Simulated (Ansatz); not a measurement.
# Decaying states in the gap of Rb2TeO, part 2 of 3

Wanted: the relaxed cell of Rb2TeO, its band edges and its decay constants. It is built by putting Te for part of the O in the RbO structure of space group Immm, with the volume rescaled by atomic radii. The parent structure comes from the Materials Project.

Ansatz 0.2.0; PBE DFT, plane waves, PAW files (the session's first sound run).

So far. Step 2 (Relaxing the new crystal): The largest force component on a free atom ends at 0.0039 eV/Å.

The structure was built from a prototype and need not be the compound's stable phase.

## (3) Band edges

The energy window and the wavevectors of the next steps follow from the band edges, so these are searched first, off the mesh as well.

The input, input.yaml:

```yaml
crystal:
  lattice:
    - [-3.0276050262, 3.2343147623, 4.3888491755]
    - [3.0276050262, -3.2343147623, 4.3888491755]
    - [3.0276050262, 3.2343147623, -4.3888491755]
  atoms:
    - { symbol: Rb, position: [0.1930169332, 0.2508324161, -0.0578154829] }
    - { symbol: Rb, position: [0.691352101, 0.7491675839, -0.0578154829] }
    - { symbol: O, position: [0.7119113886, 0.0, 0.7119113886] }
    - { symbol: Te, position: [0.4037195773, 0.0, 0.4037195773] }
kpoints:
  mp_grid: { grid: [6, 6, 6] }
  band_path: { path: [VBM, CBM], npoints: 30 }
scf:
  occupations: { method: fixed }
hamiltonian:
  xc: pbe
output:
  eigenvalues: true
  write_potential: true
  write_density: true
  volumetric_format: npy
```

The run is started by

```console
$ ansatz run input.yaml --threads 2 --pin off --max-ram 4096MiB --backend cpu --events-out ev --progress --plain --runs-dir out
```

Numbers of over 12 decimals in the logs are rounded to 6 here.

Log:

```text
[...]
Crystal: 4 atoms, lattice volume = 171.906 Å³
Basis set: ecut = 420 eV, 3363 PW (Γ)
Bands: 24, of which v1, the nominal top of the filled ones, is band 20 counted from 1 (19 counted from 0)
Symmetry: 4 space group operations
[...]
k-points: 46 of 216 (time reversal used)
[...]
SCF iter   1: F=—  HF=-14083.384973 eV  |F-HF|=—  |Δ(HF+E_count)|=         —  Δρ=3.75e-3  dr2=2.87e-2  ethr=1.77e-3  ⟨swp⟩=5.0  Hψ=4692  notcnv=0  defer=90
[...]
SCF iter   8: F=-14083.382953 eV  HF=-14083.382953 eV  |F-HF|=8.68e-8  |Δ(HF+E_count)|=   1.33e-6  Δρ=3.10e-6  dr2=2.88e-8  ethr=2.50e-10  ⟨swp⟩=7.7  Hψ=5322  notcnv=0
SCF 1 converged in 8 iterations: F = -14083.382953 eV  dr2 = 2.88e-8
[...]
NSCF: frozen V_eff on 46 k-points
[...]
SCF converged after 8 iterations
Free energy (F): -14083.382953 eV
[...]
Internal energy: -14083.382953 eV  (E = F + TS)
E sigma→0 (E₀):  -14083.382953 eV
Fermi energy:    3.187501 eV
[...]
--- Band table (eV; the first three rows and the last of 46) ---
  k-point 0: bands = [... 16 lower, 0.6671, 0.7664, 3.0690, 3.1646, 4.8663, 5.6751, 7.4145, 7.8610]
  k-point 1: bands = [... 16 lower, 0.6665, 0.7725, 3.0700, 3.0825, 4.9092, 5.9761, 7.5087, 7.8256]
  k-point 2: bands = [... 16 lower, 0.6633, 0.7814, 2.9242, 3.0660, 4.9664, 6.5536, 7.3301, 7.4787]
  k-point 45: bands = [... 16 lower, 0.4675, 0.8283, 2.9353, 3.1875, 5.5775, 6.0376, 7.6263, 7.7623]
```

It took 23 s on 2 threads of Arm Neoverse V2, shared host; peak memory 0.46 GiB; 46 s of CPU time.

Numbers from this step:

```yaml
free_energy: -14083.3830 eV
fermi_energy: 3.188 eV
gap_on_the_k_mesh: 1.298 eV
gap_on_path: 1.264 eV, by band count; negative where bands overlap
direct_gap_on_path: 1.357 eV
edge_places_on_path: 0, 1.382 1/A along the path
```

The electronic bands at the labelled points (eV, zero at the Fermi level (highest filled level under fixed occupations); v1 is the highest filled band, c1 the lowest empty one):

| point | v4 | v3 | v2 | v1 | c1 | c2 | c3 | c4 |
| --- | --- | --- | --- | --- | --- | --- | --- | --- |
| VBM | -2.72 | -2.36 | -0.25 | 0.00 | 2.39 | 2.85 | 4.44 | 4.57 |
| halfway | -2.61 | -2.37 | -0.29 | -0.09 | 1.98 | 3.54 | 3.95 | 4.52 |
| CBM | -2.44 | -2.44 | -0.21 | -0.09 | 1.26 | 3.42 | 3.86 | 4.82 |

The electronic bands as a text plot (rows in eV, shown from -3.5 to 4.5 only; labels by their first letter):

```
    4.3 |++++++++                                    ++
    4.0 |        ++++++++     +++++++++++++++++++++++++++++++++++
    3.7 |                +++++  +++++++++++++      +++++++++++
    3.3 |              +++++++++             ++++++           +++
    3.0 |++++++++++++++
    2.7 |
    2.3 |+++++++++++++++++++++
    2.0 |                     +++++++++++++++
    1.7 |                                    ++++++++++++
    1.3 |                                                ++++++++
    1.0 |
    0.7 |
    0.3 |
    0.0 |****************************************      **********
   -0.3 |********************************************************
   -0.7 |
   -1.0 |
   -1.3 |
   -1.7 |
   -2.0 |
   -2.3 |********************************************************
   -2.7 |********************************************
   -3.0 |
   -3.3 |********************************************************
         V                                                      C
```

The searched edges give 1.26 eV, under the 1.30 eV of the mesh, which misses an edge.

## (4) Decaying states in the gap, plane (010), k-mesh 6×6×6

This step: PBE DFT, plane waves, PAW files; complex bands by layer matching along the plane's normal (Ansatz 0.2.0).

The same crystal is laid in a cell whose first two vectors span the (010) plane (indices of the standard conventional cell, whose axes can be ordered otherwise than in the bulk input). At fixed energy and wavevector in the plane the solver finds all kz, real and complex. A few wavevectors are listed, (0, 0), (0, 0.4167) and (0.5, 0) in units of the plane's reciprocal vectors; the slowest state needn't be among them.

The input, input.yaml:

```yaml
crystal:
  lattice:
    - [6.055210052, 0.0, 0.0]
    - [0.0, 6.468629525, 0.0]
    - [3.027605026, 3.234314762, 4.388849176]
  atoms:
    - { symbol: Rb, position: [0.7491675839, 0.691352101, 0.5016648322] }
    - { symbol: Rb, position: [0.2508324161, 0.1930169332, 0.4983351678] }
    - { symbol: O, position: [0.0, 0.7119113886, 0.0] }
    - { symbol: Te, position: [0.0, 0.4037195773, 0.0] }
kpoints:
  mp_grid: { grid: [6, 6, 6] }
scf:
  occupations: { method: fixed }
hamiltonian:
  xc: pbe
output:
  eigenvalues: true
  transmission:
    leads: [[0, 0]]
    kpoints: [[0.0, 0.0], [0.0, 0.4167], [0.5, 0.0]]
    e_range: [-1.0, 2.26]
    de: 0.08
```

Log:

```text
[...]
Crystal: 4 atoms, lattice volume = 171.906 Å³
Basis set: ecut = 420 eV, 3363 PW (Γ)
Bands: 24, of which v1, the nominal top of the filled ones, is band 20 counted from 1 (19 counted from 0)
Symmetry: 4 space group operations
[...]
k-points: 46 of 216 (time reversal used)
[...]
SCF iter   1: F=—  HF=-14083.385085 eV  |F-HF|=—  |Δ(HF+E_count)|=         —  Δρ=3.75e-3  dr2=2.87e-2  ethr=1.77e-3  ⟨swp⟩=5.0  Hψ=4694  notcnv=0  defer=90
[...]
SCF iter   8: F=-14083.382997 eV  HF=-14083.382997 eV  |F-HF|=8.37e-8  |Δ(HF+E_count)|=   1.26e-6  Δρ=3.05e-6  dr2=2.80e-8  ethr=2.50e-10  ⟨swp⟩=7.8  Hψ=5345  notcnv=0
SCF 1 converged in 8 iterations: F = -14083.382997 eV  dr2 = 2.80e-8
[...]
transmission: 7 of 21 steps passed
transmission: 14 of 21 steps passed
transmission: 21 of 21 steps passed
SCF converged after 8 iterations
Free energy (F): -14083.382997 eV
[...]
Internal energy: -14083.382997 eV  (E = F + TS)
E sigma→0 (E₀):  -14083.382997 eV
Fermi energy:    3.187481 eV
[...]
--- Band table (eV; the first three rows and the last of 46) ---
  k-point 0: bands = [... 16 lower, 0.6671, 0.7664, 3.0690, 3.1646, 4.8660, 5.6751, 7.4145, 7.8610]
  k-point 1: bands = [... 16 lower, 0.6811, 0.7072, 3.0090, 3.1725, 5.2686, 5.7718, 7.0709, 7.8415]
  k-point 2: bands = [... 16 lower, 0.5323, 0.7879, 2.9471, 3.1841, 5.6194, 6.1497, 6.8483, 7.9078]
  k-point 45: bands = [... 16 lower, 0.6236, 0.8181, 2.8422, 3.0813, 4.9287, 6.6652, 7.2516, 7.6503]
--- Transmission ---
  basis      : 337 plane waves across, 7 finite elements along
  points     : 3, as listed
  energies   : 41 from -1.000000 to 2.200000 eV about the Fermi level, 0.080000 eV apart; the leads are filled to 0.648786 eV, and channels, transmission and decay are at 0.680000 eV
  crystal 0  : O1Te1Rb2, at the sites [0, 0], period 4.3888 Å: whole cells are its period
    offset         : up to 0.0000 Å between an atom of the period and one for which it stands
    channels       : 0.000000e0 a spin
    conductance    : none, the energies end too early or step too widely for 300 K: set another output.transmission.e_range or a lower de, or, where they end at an eighth of basis.ecutwfc, a higher one
    slowest decay  : 0.2511 /Å at (0.0000, 0.4167)
```

The job ended after 2.1 min (2 threads; peak memory 0.95 GiB; 3.7 min of CPU time).

Numbers from this step:

```
Fermi energy                                              : 3.187 eV
level to which the leads are filled                       : 0.6488 eV from the Fermi level
decay constant at the filling level, zone centre          : 0.2983 Å⁻¹
decay constant at the filling level, slowest listed point : 0.2511 Å⁻¹
```

K parallel (0, 0); values up to 1.5 1/Å, a degenerate pair printed once or twice; energies at which all values exceed this have no row. Im kz of the slowest decaying states against energy, zero at the highest filled level on the SCF mesh:

| energy (eV) | decay 1 (Å⁻¹) | decay 2 (Å⁻¹) | decay 3 (Å⁻¹) | decay 4 (Å⁻¹) |
| --- | --- | --- | --- | --- |
| -1.00 | 0.508 | 0.641 | 0.701 | 0.815 |
| -0.84 | 0.515 | 0.607 | 0.699 | 0.837 |
| -0.68 | 0.521 | 0.562 | 0.698 | 0.819 |
| -0.52 | 0.499 | 0.530 | 0.698 | 0.769 |
| -0.36 | 0.394 | 0.540 | 0.699 | 0.701 |
| -0.20 | 0.397 | 0.553 | 0.599 | 0.673 |
| -0.04 | 0.202 | 0.281 | 0.482 | 0.533 |
| 0.12 | 0.281 | 0.506 | 0.567 | 0.581 |
| 0.28 | 0.305 | 0.513 | 0.591 | 0.646 |
| 0.44 | 0.310 | 0.511 | 0.599 | 0.682 |
| 0.60 | 0.304 | 0.504 | 0.604 | 0.701 |
| 0.76 | 0.291 | 0.493 | 0.605 | 0.693 |
| 0.92 | 0.273 | 0.479 | 0.604 | 0.683 |
| 1.08 | 0.249 | 0.462 | 0.599 | 0.670 |
| 1.24 | 0.218 | 0.443 | 0.590 | 0.655 |
| 1.40 | 0.177 | 0.421 | 0.577 | 0.639 |
| 1.56 | 0.118 | 0.396 | 0.560 | 0.621 |
| 1.72 | 0.368 | 0.536 | 0.602 | 0.720 |
| 1.88 | 0.335 | 0.504 | 0.580 | 0.714 |
| 2.04 | 0.293 | 0.460 | 0.556 | 0.707 |
| 2.20 | 0.237 | 0.395 | 0.529 | 0.698 |

K parallel (0, 0.4167); values up to 1.5 1/Å, a degenerate pair printed once or twice; energies at which all values exceed this have no row. Im kz of the slowest decaying states against energy, zero at the highest filled level on the SCF mesh:

| energy (eV) | decay 1 (Å⁻¹) | decay 2 (Å⁻¹) | decay 3 (Å⁻¹) | decay 4 (Å⁻¹) |
| --- | --- | --- | --- | --- |
| -1.00 | 0.497 | 0.680 | 0.703 | 0.876 |
| -0.84 | 0.454 | 0.672 | 0.702 | 0.885 |
| -0.68 | 0.400 | 0.662 | 0.698 | 0.889 |
| -0.52 | 0.326 | 0.652 | 0.693 | 0.874 |
| -0.36 | 0.186 | 0.641 | 0.687 | 0.798 |
| -0.20 | 0.0688 | 0.173 | 0.630 | 0.668 |
| -0.04 | 0.224 | 0.282 | 0.587 | 0.618 |
| 0.12 | 0.261 | 0.318 | 0.606 | 0.661 |
| 0.28 | 0.273 | 0.332 | 0.594 | 0.650 |
| 0.44 | 0.272 | 0.333 | 0.582 | 0.639 |
| 0.60 | 0.260 | 0.325 | 0.569 | 0.627 |
| 0.76 | 0.240 | 0.308 | 0.556 | 0.615 |
| 0.92 | 0.208 | 0.283 | 0.543 | 0.602 |
| 1.08 | 0.160 | 0.247 | 0.529 | 0.587 |
| 1.24 | 0.0603 | 0.192 | 0.514 | 0.573 |
| 1.40 | 0.0839 | 0.499 | 0.557 | 0.798 |
| 1.56 | 0.482 | 0.540 | 0.795 | 0.835 |
| 1.72 | 0.0785 | 0.465 | 0.522 | 0.791 |
| 1.88 | 0.145 | 0.446 | 0.504 | 0.786 |
| 2.04 | 0.173 | 0.426 | 0.483 | 0.780 |
| 2.20 | 0.185 | 0.404 | 0.462 | 0.773 |

K parallel (0.5, 0); values up to 1.5 1/Å, a degenerate pair printed once or twice; energies at which all values exceed this have no row. Im kz of the slowest decaying states against energy, zero at the highest filled level on the SCF mesh:

| energy (eV) | decay 1 (Å⁻¹) | decay 2 (Å⁻¹) | decay 3 (Å⁻¹) | decay 4 (Å⁻¹) |
| --- | --- | --- | --- | --- |
| -1.00 | 0.676 | 0.717 | 0.911 | 0.913 |
| -0.84 | 0.643 | 0.684 | 0.884 | 0.925 |
| -0.68 | 0.604 | 0.648 | 0.860 | 0.932 |
| -0.52 | 0.554 | 0.604 | 0.837 | 0.936 |
| -0.36 | 0.476 | 0.540 | 0.817 | 0.938 |
| -0.20 | 0.227 | 0.415 | 0.798 | 0.938 |
| -0.04 | 0.327 | 0.394 | 0.782 | 0.936 |
| 0.12 | 0.486 | 0.488 | 0.768 | 0.932 |
| 0.28 | 0.529 | 0.536 | 0.757 | 0.927 |
| 0.44 | 0.552 | 0.560 | 0.747 | 0.920 |
| 0.60 | 0.567 | 0.570 | 0.741 | 0.913 |
| 0.76 | 0.570 | 0.575 | 0.736 | 0.904 |
| 0.92 | 0.564 | 0.580 | 0.733 | 0.894 |
| 1.08 | 0.553 | 0.581 | 0.730 | 0.883 |
| 1.24 | 0.538 | 0.579 | 0.727 | 0.870 |
| 1.40 | 0.520 | 0.576 | 0.722 | 0.856 |
| 1.56 | 0.499 | 0.570 | 0.715 | 0.843 |
| 1.72 | 0.476 | 0.562 | 0.705 | 0.827 |
| 1.88 | 0.449 | 0.553 | 0.689 | 0.809 |
| 2.04 | 0.419 | 0.542 | 0.668 | 0.790 |
| 2.20 | 0.385 | 0.529 | 0.639 | 0.769 |

At the listed wavevectors the last open channel is at -0.12 eV and the next at +1.32 eV on the grid. At +0.68 eV, the grid energy nearest the filling level (the middle of the gap on the SCF mesh), the slowest state at the listed wavevectors decays with κ = 0.251 Å⁻¹, its amplitude falling by e over 4.0 Å. Through 1 nm of this crystal that state's transmission falls by exp(−2 × 0.251 Å⁻¹ × 10 Å) = 0.0066.

## (5) Complex bands, plane (001), k-mesh 8×8×8

The same for the (001) plane, at (0, 0) and (0.5, 0), to see how the decay depends on direction.

The input, input.yaml:

```yaml
crystal:
  lattice:
    - [6.055210052, 0.0, 0.0]
    - [0.0, 8.777698351, 0.0]
    - [3.027605026, 4.388849176, 3.234314762]
  atoms:
    - { symbol: Rb, position: [0.9421845171, 0.1930169332, 0.1156309658] }
    - { symbol: Rb, position: [0.9421845171, 0.691352101, 0.1156309658] }
    - { symbol: O, position: [0.7119113886, 0.7119113886, 0.5761772228] }
    - { symbol: Te, position: [0.4037195773, 0.4037195773, 0.1925608454] }
kpoints:
  mp_grid: { grid: [8, 8, 8] }
scf:
  occupations: { method: fixed }
hamiltonian:
  xc: pbe
output:
  eigenvalues: true
  transmission:
    leads: [[0, 0]]
    kpoints: [[0.0, 0.0], [0.5, 0.0]]
    e_range: [-1.0, 2.26]
    de: 0.07
```

Log:

```text
[...]
Crystal: 4 atoms, lattice volume = 171.906 Å³
Basis set: ecut = 420 eV, 3363 PW (Γ)
Bands: 24, of which v1, the nominal top of the filled ones, is band 20 counted from 1 (19 counted from 0)
Symmetry: 4 space group operations
[...]
k-points: 95 of 512 (time reversal used)
[...]
SCF iter   1: F=—  HF=-14083.385100 eV  |F-HF|=—  |Δ(HF+E_count)|=         —  Δρ=3.75e-3  dr2=2.87e-2  ethr=1.77e-3  ⟨swp⟩=5.0  Hψ=9689  notcnv=0  defer=188
[...]
SCF iter   8: F=-14083.383059 eV  HF=-14083.383059 eV  |F-HF|=7.49e-8  |Δ(HF+E_count)|=   1.16e-6  Δρ=3.03e-6  dr2=2.71e-8  ethr=2.50e-10  ⟨swp⟩=7.7  Hψ=11088  notcnv=0
SCF 1 converged in 8 iterations: F = -14083.383059 eV  dr2 = 2.71e-8
[...]
transmission: 6 of 12 steps passed
transmission: 12 of 12 steps passed
SCF converged after 8 iterations
Free energy (F): -14083.383059 eV
[...]
Internal energy: -14083.383059 eV  (E = F + TS)
E sigma→0 (E₀):  -14083.383059 eV
Fermi energy:    3.187469 eV
[...]
--- Band table (eV; the first three rows and the last of 95) ---
  k-point 0: bands = [... 16 lower, 0.6670, 0.7664, 3.0690, 3.1646, 4.8659, 5.6751, 7.4146, 7.8610]
  k-point 1: bands = [... 16 lower, 0.7017, 0.7719, 3.0296, 3.1263, 4.5780, 6.1021, 7.3374, 8.0389]
  k-point 2: bands = [... 16 lower, 0.7167, 0.7715, 2.9555, 3.0913, 4.4941, 6.6899, 7.0519, 7.8904]
  k-point 94: bands = [... 16 lower, 0.6137, 0.8267, 2.8417, 3.0889, 4.9038, 6.7254, 7.3452, 7.6349]
--- Transmission ---
  basis      : 465 plane waves across, 6 finite elements along
  points     : 2, as listed
[...]
crystal 0  : Rb2Te1O1, at the sites [0, 0], period 3.2343 Å: whole cells are its period
[...]
channels       : 0.000000e0 a spin
[...]
slowest decay  : 0.2829 /Å at (0.0000, 0.0000)
```

The job ended after 3.1 min (2 threads; peak memory 1.4 GiB; 5.6 min of CPU time).

This step gave:

| Property | Result |
| --- | --- |
| free energy | -14083.3831 eV |
| gap on the k-mesh | 1.307 eV |
| level to which the leads are filled | 0.6533 eV from the Fermi level |
| decay constant at the filling level, zone centre | 0.2829 Å⁻¹ |
| decay constant at the filling level, slowest listed point | 0.2829 Å⁻¹ |

K parallel (0, 0); values up to 1.5 1/Å, a degenerate pair printed once or twice; energies at which all values exceed this have no row. The Im kz of the slowest decaying states by energy, zero at the highest filled level on the SCF mesh:

| energy (eV) | decay 1 (Å⁻¹) | decay 2 (Å⁻¹) | decay 3 (Å⁻¹) | decay 4 (Å⁻¹) |
| --- | --- | --- | --- | --- |
| -1.00 | 0.447 | 0.544 | 0.589 | 0.768 |
| -0.79 | 0.438 | 0.521 | 0.554 | 0.741 |
| -0.51 | 0.422 | 0.443 | 0.481 | 0.707 |
| -0.30 | 0.255 | 0.383 | 0.407 | 0.679 |
| -0.09 | 0.193 | 0.389 | 0.447 | 0.648 |
| -0.02 | 0.0629 | 0.338 | 0.382 | 0.487 |
| 0.12 | 0.298 | 0.341 | 0.367 | 0.481 |
| 0.40 | 0.331 | 0.445 | 0.476 | 0.598 |
| 0.61 | 0.296 | 0.499 | 0.524 | 0.599 |
| 0.82 | 0.252 | 0.534 | 0.554 | 0.593 |
| 1.10 | 0.160 | 0.568 | 0.578 | 0.585 |
| 1.31 | 0.558 | 0.578 | 0.585 | 0.589 |
| 1.52 | 0.530 | 0.554 | 0.570 | 0.594 |
| 1.73 | 0.0758 | 0.503 | 0.510 | 0.562 |
| 2.01 | 0.148 | 0.443 | 0.470 | 0.549 |
| 2.22 | 0.139 | 0.382 | 0.449 | 0.538 |

K parallel (0.5, 0); values up to 1.5 1/Å, a degenerate pair printed once or twice; energies at which all values exceed this have no row. Table of Im kz of the slowest decaying states by energy, zero at the highest filled level on the SCF mesh:

| energy (eV) | decay 1 (Å⁻¹) | decay 2 (Å⁻¹) | decay 3 (Å⁻¹) | decay 4 (Å⁻¹) |
| --- | --- | --- | --- | --- |
| -1.00 | 0.419 | 0.534 | 0.550 | 0.877 |
| -0.86 | 0.396 | 0.528 | 0.536 | 0.854 |
| -0.65 | 0.340 | 0.508 | 0.513 | 0.817 |
| -0.51 | 0.273 | 0.482 | 0.499 | 0.792 |
| -0.37 | 0.120 | 0.435 | 0.484 | 0.767 |
| -0.16 | 0.123 | 0.215 | 0.464 | 0.732 |
| -0.02 | 0.277 | 0.279 | 0.450 | 0.712 |
| 0.12 | 0.347 | 0.437 | 0.446 | 0.694 |
| 0.26 | 0.392 | 0.422 | 0.526 | 0.679 |
| 0.47 | 0.399 | 0.437 | 0.598 | 0.660 |
| 0.61 | 0.382 | 0.458 | 0.630 | 0.648 |
| 0.75 | 0.364 | 0.474 | 0.638 | 0.655 |
| 0.96 | 0.333 | 0.492 | 0.623 | 0.682 |
| 1.10 | 0.309 | 0.500 | 0.612 | 0.695 |
| 1.24 | 0.281 | 0.506 | 0.602 | 0.705 |
| 1.38 | 0.249 | 0.509 | 0.591 | 0.713 |
| 1.59 | 0.184 | 0.510 | 0.574 | 0.690 |
| 1.73 | 0.117 | 0.509 | 0.561 | 0.675 |
| 1.87 | 0.505 | 0.548 | 0.660 | 0.730 |
| 2.08 | 0.496 | 0.526 | 0.637 | 0.732 |
| 2.22 | 0.486 | 0.510 | 0.623 | 0.733 |

At the listed wavevectors the last open channel is at -0.02 eV and the next at +1.31 eV on the grid. At +0.68 eV, the grid energy nearest the filling level (the middle of the gap on the SCF mesh), the slowest state at the listed wavevectors decays with κ = 0.283 Å⁻¹, its amplitude falling by e over 3.5 Å; the first such run, plane (010), gave 0.251 Å⁻¹.

[end of part 2 of 3]

[Logs are printed without paths, hosts, clocks, repeated set-up lines and the standing remarks that a program may print on its own settings, such as how far it seeks lower states.]

[Hosts, paths, dates, database ids (printed as entryN), source tags and the programs' standing remarks are cut or masked in the printed files.]
